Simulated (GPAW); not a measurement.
# Dielectric function and optical constants of MgS (Niningerite)

Aim: the dielectric function of MgS (Niningerite), and the optical constants that follow from it.

Method: DFT, PBE, plane-wave PAW (GPAW data sets), scalar-relativistic, RPA, optical limit, in GPAW 26.7.0.

Most raw output is cut from this account.

### Step 1. Starting point

It takes space group Fm-3m (No. 225, cubic). Conventional cell: a = 5.203 Å, b = 5.203 Å, c = 5.203 Å, α = 90.00°, β = 90.00°, γ = 90.00°. Nearest to S lie 6 Mg at 2.60 Å. Nearest to Mg lie 6 S at 2.60 Å. Farther neighbours and most contacts between anions are not listed.

### Step 2. Ground state

The self-consistent density comes first; it also tells whether there is a gap, which decides the occupations and the need for a Drude term.

This step: DFT, PBE, plane-wave PAW (GPAW data sets), scalar-relativistic, ground state (GPAW 26.7.0).

File gs.py:

```python
from ase import Atoms
from ase.dft.bandgap import bandgap
from gpaw import GPAW, PW, FermiDirac

atoms = Atoms(['S', 'Mg'],
              cell=[[0.000000000000, 2.601650000000, 2.601650000000],
                    [2.601650000000, 0.000000000000, 2.601650000000],
                    [2.601650000000, 2.601650000000, 0.000000000000]],
              scaled_positions=[[0.500000000000, 0.500000000000, 0.500000000000],
                                [0.000000000000, 0.000000000000, 0.000000000000]],
              pbc=[True, True, True])
atoms.calc = GPAW(mode=PW(500), xc='PBE', kpts={'size': (7, 7, 7), 'gamma': True},
                  occupations=FermiDirac(0.05), maxiter=150, txt='gs.txt')
print('energy (eV)', atoms.get_potential_energy())
print('Fermi level (eV)', atoms.calc.get_fermi_level())
print('valence electrons', atoms.calc.get_number_of_electrons())
print('gap (eV)', bandgap(atoms.calc, output=None)[0])
print('direct gap (eV)', bandgap(atoms.calc, direct=True, output=None)[0])
atoms.calc.write('gs.gpw')
```

Launch:

```
OMP_NUM_THREADS=1 python gs.py
```

Run time: 4.5 s. Hardware: 1 thread of Arm Neoverse V1, shared host; peak memory 0.13 GiB.

Numbers from this step:

```
energy                 : -8.591 eV
Fermi energy           : 5.864 eV
gap on the k-mesh      : 3.007 eV
direct gap on the mesh : 3.724 eV
electrons              : 16
```

There is a gap, 3.01 eV on this mesh (points off the mesh can give less), so no carriers' term is needed.

### Step 3. Bands for the response

At the fixed density, many empty bands are solved on the mesh of the response, since the spectrum sums over them.

This step: DFT, PBE, plane-wave PAW (GPAW data sets), scalar-relativistic, bands at fixed density (GPAW 26.7.0).

File nscf.py:

```python
from ase.dft.bandgap import bandgap
from gpaw import GPAW, FermiDirac

calc = GPAW('gs.gpw').fixed_density(kpts={'size': (12, 12, 12), 'gamma': True}, nbands=34, convergence={'bands': 28},
                                    occupations=FermiDirac(0.001), txt='nscf.txt')
print('gap (eV)', bandgap(calc, output=None)[0])
print('direct gap (eV)', bandgap(calc, direct=True, output=None)[0])
print('top band over the Fermi level (eV)', min(calc.get_eigenvalues(kpt=k)[27] for k in range(len(calc.get_ibz_k_points()))) - calc.get_fermi_level())
calc.write('full.gpw', mode='all')
```

Launch:

```
OMP_NUM_THREADS=1 python nscf.py
```

Elapsed: 32 s, on 1 thread; peak memory 0.18 GiB.

Numbers from this step:

| Property | Result |
| --- | --- |
| gap on the k-mesh | 2.794 eV |

### Step 4. Dielectric function, RPA

Local fields let the induced charge screen the field inside the cell, which as a rule lowers ε, most along directions where the density is uneven.

This step: DFT, PBE, plane-wave PAW (GPAW data sets), scalar-relativistic, RPA, optical limit (GPAW 26.7.0).

File df.py:

```python
from gpaw.response.df import DielectricFunction

df = DielectricFunction('full.gpw', frequencies={'type': 'nonlinear', 'domega0': 0.03, 'omega2': 8},
                        ecut=60,
                        eta=0.1,
                        nbands=28,
                        txt='df.txt')
for direction in ['x']:
    df.get_dielectric_function(xc='RPA', direction=direction, filename=f'df_{direction}.csv')
```

Launch:

```
OMP_NUM_THREADS=1 python df.py
```

It took 7.3 s on 1 thread; peak memory 0.22 GiB.

This step gave:

| Property | Result |
| --- | --- |
| electronic dielectric constant ε∞, mean over x, y and z (by symmetry where fewer were run) | 5.011 |
| main peak of Im epsilon, first axis | 6.245 eV |
| centre of weight of the strongest loss peak in the window | 17.65 eV |

Some rows of df_x.csv (energy; Re and Im without local fields; Re and Im with them):

```text
0.000000, 5.852010, -0.000000, 5.010640, -0.000000
0.555532, 5.887745, 0.012993, 5.038988, 0.010309
1.143969, 6.008009, 0.028367, 5.134430, 0.022520
1.768324, 6.246178, 0.049108, 5.323638, 0.039046
2.431988, 6.671817, 0.082161, 5.662712, 0.065609
3.138794, 7.459477, 0.151845, 6.295885, 0.123296
3.893091, 9.046651, 0.460964, 7.559317, 0.403374
4.699832, 12.084524, 3.523981, 9.835721, 2.913718
5.564682, 13.658868, 12.989894, 10.878976, 9.724417
6.494155, -1.759127, 9.473542, -2.330820, 7.744920
7.495775, -0.176395, 9.695929, 0.456634, 5.781692
8.578281, -5.334776, 7.014750, -1.090991, 7.102855
9.751884, -2.671536, 3.294886, -1.135724, 3.373312
11.028587, -2.260488, 2.120951, -1.069383, 2.462322
12.422601, -1.454347, 1.083349, -0.851597, 1.452654
13.950874, -0.879225, 0.459208, -0.885491, 0.835820
15.633783, -0.390399, 0.289671, -0.363683, 0.454503
17.496047, -0.101209, 0.290413, 0.039514, 0.424463
19.567954, 0.138631, 0.225432, 0.287331, 0.335633
```

The Im ε, E ∥ x has structure finer than the step of the table below, so its rows give means over 1 eV, whole bins alone (the curve runs from 0 to 21.9 eV). Peaks (eV: height): 6.2: 14.9, 8.6: 7.10.

Values under the direct gap are tails of Lorentzian lines. The Im ε, E ∥ x by photon energy; means over each step:

```
photon energy (eV)  Im ε, E ∥ x
                 1       0.0196
                 2       0.0480
                 3        0.116
                 4        0.776
                 5         4.70
                 6         11.4
                 7         6.18
                 8         5.62
                 9         4.66
                10         3.10
                11         2.41
                12         1.77
                13         1.44
                14        0.853
                15        0.673
                16        0.422
                17        0.375
                18        0.316
                19        0.293
                20        0.302
                21        0.252
```

The Re ε, E ∥ x by photon energy:

photon energy (eV), Re ε, E ∥ x and a bar from the least value:
```
        0        5.0 ################
        1        5.1 ################
        2        5.4 ################
        3        6.1 ##################
        4        8.0 ######################
        5       11.4 ##############################
        6        5.5 #################
        7       -0.4 ###
        8        1.0 #######
        9       -1.9 
       10       -1.2 ##
       11       -1.0 ##
       12       -1.3 #
       13       -1.0 ##
       14       -0.9 ##
       15       -0.5 ###
       16       -0.2 ####
       17        0.0 ####
       18        0.1 #####
       19        0.2 #####
       20        0.3 #####
       21        0.3 #####
```

The Im ε, E ∥ x has structure finer than the step of the table below, so its rows give means over 0.5 eV, whole bins alone (the curve runs from 0 to 21.9 eV). Peaks (eV: height): without local fields 6.23: 18.2; with local fields 6.23: 14.9, 8.58: 7.10.

Values under the direct gap are tails of Lorentzian lines. Im ε, E ∥ x against photon energy; means over each step:

```
photon energy (eV)  without local fields  with local fields
               0.5                0.0117            0.00928
               1.0                0.0244             0.0194
               1.5                0.0396             0.0314
               2.0                0.0592             0.0471
               2.5                0.0874             0.0699
               3.0                 0.135              0.109
               3.5                 0.291              0.254
               4.0                 0.775              0.709
               4.5                  2.13               1.81
               5.0                  5.81               4.64
               5.5                  11.3               8.81
               6.0                  15.3               11.9
               6.5                  11.1               8.93
               7.0                  9.24               6.42
               7.5                  9.13               5.38
               8.0                  8.87               5.28
               8.5                  7.50               6.61
               9.0                  4.16               4.32
               9.5                  3.27               3.27
              10.0                  3.13               3.08
              10.5                  2.43               2.79
              11.0                  2.07               2.40
              11.5                  1.55               2.19
              12.0                  1.17               1.78
              12.5                  1.01               1.48
              13.0                 0.831               1.41
              13.5                 0.637               1.31
              14.0                 0.444              0.802
              14.5                 0.445              0.619
              15.0                 0.476              0.749
              15.5                 0.306              0.511
              16.0                 0.290              0.409
              16.5                 0.284              0.399
              17.0                 0.285              0.359
              17.5                 0.273              0.383
              18.0                 0.213              0.289
              18.5                 0.227              0.315
              19.0                 0.203              0.277
              19.5                 0.226              0.315
              20.0                 0.193              0.289
              20.5                 0.180              0.317
              21.0                 0.113              0.246
              21.5                 0.119              0.187
```

Values under the direct gap are tails of Lorentzian lines. Loss function −Im 1/ε at q → 0, E ∥ x against energy loss; read off at these points:

energy loss (eV), loss function −Im 1/ε at q → 0, E ∥ x and a bar:
```
      0.0       0.00 
      1.0       0.00 
      2.0       0.00 
      3.0       0.00 
      4.0       0.01 
      5.0       0.03 
      6.0       0.07 #
      7.0       0.15 #
      8.0       0.19 ##
      9.0       0.21 ##
     10.0       0.29 ###
     11.0       0.34 ###
     12.0       0.36 ###
     13.0       0.49 ####
     14.0       0.57 #####
     14.8       1.19 ###########
     15.0       0.87 ########
     16.0       2.00 ##################
     16.9       2.83 ##########################
     17.0       2.80 #########################
     17.8       3.32 ##############################
     18.0       2.97 ###########################
     19.0       2.12 ###################
     20.0       1.71 ###############
     20.7       1.85 #################
     21.0       1.71 ###############
```

The refractive index n and extinction k by photon energy:

| photon energy (eV) | n | k |
| --- | --- | --- |
| 0 | 2.24 | 0 |
| 1 | 2.26 | 0.00428 |
| 2 | 2.33 | 0.0101 |
| 3 | 2.48 | 0.0216 |
| 4 | 2.83 | 0.0913 |
| 5 | 3.44 | 0.638 |
| 6 | 2.96 | 1.82 |
| 7 | 1.78 | 1.89 |
| 8 | 1.77 | 1.45 |
| 9 | 1.07 | 1.74 |
| 10 | 0.991 | 1.48 |
| 11 | 0.910 | 1.36 |
| 12 | 0.664 | 1.33 |
| 13 | 0.555 | 1.14 |
| 14 | 0.402 | 1.01 |
| 15 | 0.484 | 0.861 |
| 16 | 0.340 | 0.570 |
| 17 | 0.425 | 0.420 |
| 18 | 0.463 | 0.314 |
| 19 | 0.544 | 0.254 |
| 20 | 0.592 | 0.241 |
| 21 | 0.578 | 0.214 |

At chosen wavelengths:

```csv
wavelength (nm),n,k,R (%),1/α
800,2.29,0.007,15.4,8.9 µm
633,2.32,0.010,15.9,5.2 µm
532,2.37,0.013,16.5,3.3 µm
450,2.43,0.018,17.4,2.0 µm
365,2.58,0.034,19.5,867 nm
248,3.44,0.637,31.6,31 nm
193,1.90,2.525,48.6,6.1 nm
```

Below the direct gap, k and the depth come from the tails of the Lorentzian lines, not from transitions.

Rows near the edge hang on the gap, which this functional as a rule makes too small, and phonon-assisted absorption is left out.

### Step 5. Outcome

```yaml
electronic_dielectric_constant_eps_infinity_mean_over_x_y_and_z_by_symmetry_where_fewer_were_run_rpa: 5.01
main_peak_of_im_epsilon_first_axis: 6.25 eV
centre_of_weight_of_the_strongest_loss_peak_in_the_window_first_axis: 17.7 eV
```

In words: At this level (PBE, RPA) MgS has ε∞ = 5.01 and n = 2.25 at 1550 nm, and Im ε peaks at 6.2 eV. On the mesh the gap is 2.79 eV and the least direct gap 3.72 eV, so on this mesh the band edges lie at different points. Local fields change the static value along x from 5.85 to 5.01 (-14 %). Distinct maxima of Im ε, read by a parabola through the highest points, lie at 5.27 eV (7.7), 5.80 eV (12), 6.25 eV (15) and 6.91 eV (7.2). Excitons and phonon-assisted transitions are missing; PBE gaps are as a rule too small, which pulls the onset down and ε∞ up. The sum runs over mesh points, so small or evenly spaced maxima can still be ripples of the mesh.

[Machine, clock and banner lines and Python warnings are left out of the logs.]

[Logs are printed without paths, hosts, clocks, repeated set-up lines and the standing remarks that a program may print on its own settings, such as how far it seeks lower states.]

[Hosts, paths, dates, database ids (printed as entryN), source tags and the programs' standing remarks are cut or masked in the printed files.]
